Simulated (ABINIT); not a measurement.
# Cs2InAgCl6 (Fm-3m): changed settings of a GW run in ABINIT, part 3 of 3

What do changed inputs do to GW on Cs2InAgCl6 (Fm-3m)?

ABINIT 10.8.3; LDA and many-body steps on it, plane waves. Known limits of the many-body steps: not at the basis limit; d shell near the gap, gap tends to lie low; no spin-orbit coupling; coarse k mesh.

So far. Step 4 (No symmetry in the self-energy): Against G0W0 in ABINIT (2×2×2 mesh, 227 bands, screening to 108.8 eV, Godby-Needs plasmon pole), the gap moves by +0.000 eV. Step 6 (Broadening of the poles): Against G0W0 in ABINIT (2×2×2 mesh, 227 bands, screening to 108.8 eV, Godby-Needs plasmon pole), the gap moves by +0.000 eV.

## Step 10: Screening cutoff above the file's

Level of this step: G0W0 on LDA, plane waves, norm-conserving pseudopotentials (ABINIT).

run.abi

```
acell 3*1.0 Angstrom
rprim 
  0.000000000000 5.234500000000 5.234500000000
  5.234500000000 0.000000000000 5.234500000000
  5.234500000000 5.234500000000 0.000000000000
ntypat 4
znucl 55 49 47 17
natom 10
typat 1 1 2 3 4 4 4 4 4 4
xred 
  0.250000000000 0.250000000000 0.250000000000
  0.750000000000 0.750000000000 0.750000000000
  0.000000000000 0.000000000000 0.000000000000
  0.500000000000 0.500000000000 0.500000000000
  0.760210000000 0.239790000000 0.239790000000
  0.239790000000 0.760210000000 0.239790000000
  0.239790000000 0.760210000000 0.760210000000
  0.760210000000 0.239790000000 0.760210000000
  0.239790000000 0.239790000000 0.760210000000
  0.760210000000 0.760210000000 0.239790000000
pp_dirpath "pseudos"
pseudos "Cs.upf, In.upf, Ag.upf, Cl.upf"
ecut 39
ngkpt 2 2 2
nshiftk 1
shiftk 0 0 0
kptopt 1
chksymbreak 0
istwfk *1
occopt 1
irdwfk 1
optdriver 4
nband 227
gwcalctyp 0
ecutsigx 39
symsigma 1
nkptgw 1
kptgw 
  0.0000000000 0.0000000000 0.0000000000
bdgw 
  49 52
ecuteps 16
irdscr 1
ppmodel 1
indata_prefix "in"
outdata_prefix "out"
tmpdata_prefix "tmp"
gwmem 10
```

Command:

```sh
$ OMP_NUM_THREADS=4 mpirun -n 4 abinit run.abi > log
```

What it wrote:

```text
.Version 10.8.3 of ABINIT. v10.8.2 released Aug 2026.

 Symmetries : space group Fm -3 m (#225); Bravais cF (face-center cubic)
[... echo of the input left out ...]
== DATASET  1 ==================================================================
-   mpi_nproc: 4, omp_nthreads: 4 (-1 if OMP is not activated)

--- !DatasetInfo
iteration_state: {dtset: 1, }
dimensions: {natom: 10, nkpt: 3, mband: 227, nsppol: 1, nspinor: 1, nspden: 1, mpw: 22556, }
cutoff_energies: {ecut:  39.0, pawecutdg:  -1.0, }
electrons: {nelect:   1.00000000E+02, charge:   0.00000000E+00, occopt:   1.00000000E+00, tsmear:   1.00000000E-02, }

 SIGMA: Calculation of the GW corrections

 Based on a program developped by R.W. Godby, V. Olevano, G. Onida, and L. Reining.
 Incorporated in ABINIT by V. Olevano, G.-M. Rignanese, and M. Torrent.
.Using double precision arithmetic ; gwpc =  8

[... cell and pseudopotentials left out ...]
--------------------------------------------------------------------------------

 ==== K-mesh for the wavefunctions ====
 Number of points in the irreducible wedge :     3
[... list of points left out ...]
 Together with 48 symmetry operations and time-reversal symmetry
 yields     8 points in the full Brillouin Zone.

 ==== Q-mesh for screening function ====
 Number of points in the irreducible wedge :     3
[... list of points left out ...]
 Together with 48 symmetry operations and time-reversal symmetry
 yields     8 points in the full Brillouin Zone.

 vcoul_init : cutoff-mode = AUXILIARY_FUNCTION
 q-points for optical limit:   1
     1)      0.000010    0.000020    0.000030
 setmesh: FFT mesh size selected  =    80x   80x   80
          total number of points  =       512000

 Number of electrons calculated from density =  100.0000; Expected =  100.0000
[...]
number of k-points in IBZ                           3
 number of q-points in IBZ                           3
 number of symmetry operations                      48
 number of k-points in BZ                            8
 number of q-points in BZ                            8
 number of frequencies for dSigma/dE                 9
 frequency step for dSigma/dE [eV]                0.25
 number of omega for Sigma on real axis              0
 max omega for Sigma on real axis  [eV]           0.00
 zcut for avoiding poles [eV]                     0.10

 EPSILON^-1 parameters (SCR file):
 dimension of the eps^-1 matrix on file            725
 dimension of the eps^-1 matrix used               725
 number of plane-waves for wavefunctions         22419
 number of bands                                   227
 number of q-points in IBZ                           3
 number of frequencies                               2
 number of real frequencies                          1
 number of imag frequencies                          1

 matrix elements of self-energy operator (all in [eV])

 Perturbative Calculation

--- !SelfEnergy_ee
iteration_state: {dtset: 1, }
kpoint     : [   0.000,    0.000,    0.000, ]
spin       : 1
KS_gap     :    0.903
QP_gap     :    3.035
Delta_QP_KS:    2.132
data: !SigmaeeData |
     Band     E0 <VxcDFT>   SigX SigC(E0)      Z dSigC/dE  Sig(E)    E-E0       E
       49   1.891 -20.122 -24.395   3.690   0.788  -0.269 -20.581  -0.459   1.432
       50   1.891 -20.122 -24.395   3.690   0.788  -0.269 -20.581  -0.459   1.432
       51   2.794 -13.053  -8.442  -2.586   0.826  -0.210 -11.380   1.673   4.468
       52   6.771  -8.062  -3.498  -3.116   0.855  -0.170  -6.824   1.237   8.008

== END DATASET(S) ==============================================================
================================================================================

 -outvars: echo values of variables after computation  --------
           etotal      0.0000000000E+00
            nband         227
             nkpt           3
          spgroup         225
 [... the other variables as echoed above ...]

 Calculation completed.
```

It took 23 s on 4 MPI ranks of Arm Neoverse N1, shared host; peak memory 1.7 GiB; 2.9 min of CPU time.

The run ended normally, though the input holds a fault or crude settings.

The fault put into this input: screening cutoff above the file's. It printed a gap of 3.04 eV, the value of the sound run: the program fell back on what its files hold, so an unchanged gap is no proof of convergence.

## Step 11: Side by side

Times are wall times on 16 MPI ranks of Arm Neoverse N1, shared host, good to a factor of about two. A run's time includes the screening step that it read.

| run | mesh | bands | screening cutoff (eV) | DFT gap (eV) | gap on the mesh (eV) | direct (eV) | ε∞ used | time |
| --- | --- | --- | --- | --- | --- | --- | --- | --- |
| base | 2×2×2 | 227 | 108.8 | 0.903 | 3.036 | 3.036 | 4.30 | 3.2 min |
| no symmetry in the self-energy | 2×2×2 | 227 | 108.8 | 0.903 | 3.036 | 3.036 | 4.30 | 3.5 min |
| exchange cutoff | 2×2×2 | 227 | 108.8 | 0.903 | 2.673 | 2.673 | 4.30 | 3.2 min |
| broadening of the poles | 2×2×2 | 227 | 108.8 | 0.903 | 3.036 | 3.036 | 4.30 | 3.2 min |
| fewer bands in the self-energy | 2×2×2 | 60 | 108.8 | 0.903 | 3.360 | 3.360 | 4.30 | 3.1 min |
| smaller part of the screening matrix | 2×2×2 | 227 | 27.2 | 0.903 | 3.481 | 3.481 | 4.30 | 3.1 min |

## Step 12: Summary of results

```
base                                 : 3.036 eV
no symmetry in the self-energy       : 3.036 eV
exchange cutoff                      : 2.673 eV
broadening of the poles              : 3.036 eV
fewer bands in the self-energy       : 3.360 eV
smaller part of the screening matrix : 3.481 eV
known limits                         : not at the basis limit; d shell near the gap, gap tends to lie low; no spin-orbit coupling; coarse k mesh
```

**Reading.** No symmetry in the self-energy: no change against base (keys changed: symsigma). Exchange cutoff: −0.363 eV against base (keys changed: ecutsigx). Broadening of the poles: no change against base (keys changed: zcut). Fewer bands in the self-energy: +0.324 eV against base (keys changed: nband). Smaller part of the screening matrix: +0.445 eV against base (keys changed: ecuteps). Bands and cutoff are finite, so the gap is not at the basis limit. The miss can reach some tenths of an eV and take either sign; the mesh is an error of its own. In the G0W0 runs levels were corrected at 1 k point alone, so a gap called «on the mesh» is the least over those, and an edge elsewhere would be missed. The 2×2×2 mesh is coarse for this cell, which bears on the long-range parts of exchange and screening. A d shell, filled or nearly so, lies near the gap. One-shot GW converges very slowly in bands there, not always from below, and on a semilocal start the gap tends to come out low; starts rich in exact exchange can overshoot instead. The many-body steps are scalar-relativistic: spin-orbit coupling is not in them.

[Paths, hosts, dates, memory and timing lines, banners, echoed tables and standing remarks are left out of the program output.]

[Logs are printed without paths, hosts, clocks, repeated set-up lines and the standing remarks that a program may print on its own settings, such as how far it seeks lower states.]

[Runs of the session that timed out or met a known fault of the program may be left out.]

[Hosts, paths, dates, database ids (printed as entryN), source tags and the programs' standing remarks are cut or masked in the printed files.]

[G0W0 gaps are taken among the corrected bands and points alone; a level outside them can change the order at an edge.]

[Where Ansatz stands beside ABINIT at settings called matched, ABINIT's density can come from a denser mesh and the files from another edition; pairs whose starting gaps differed by over 0.03 eV were left out, so agreement reads better than it is.]
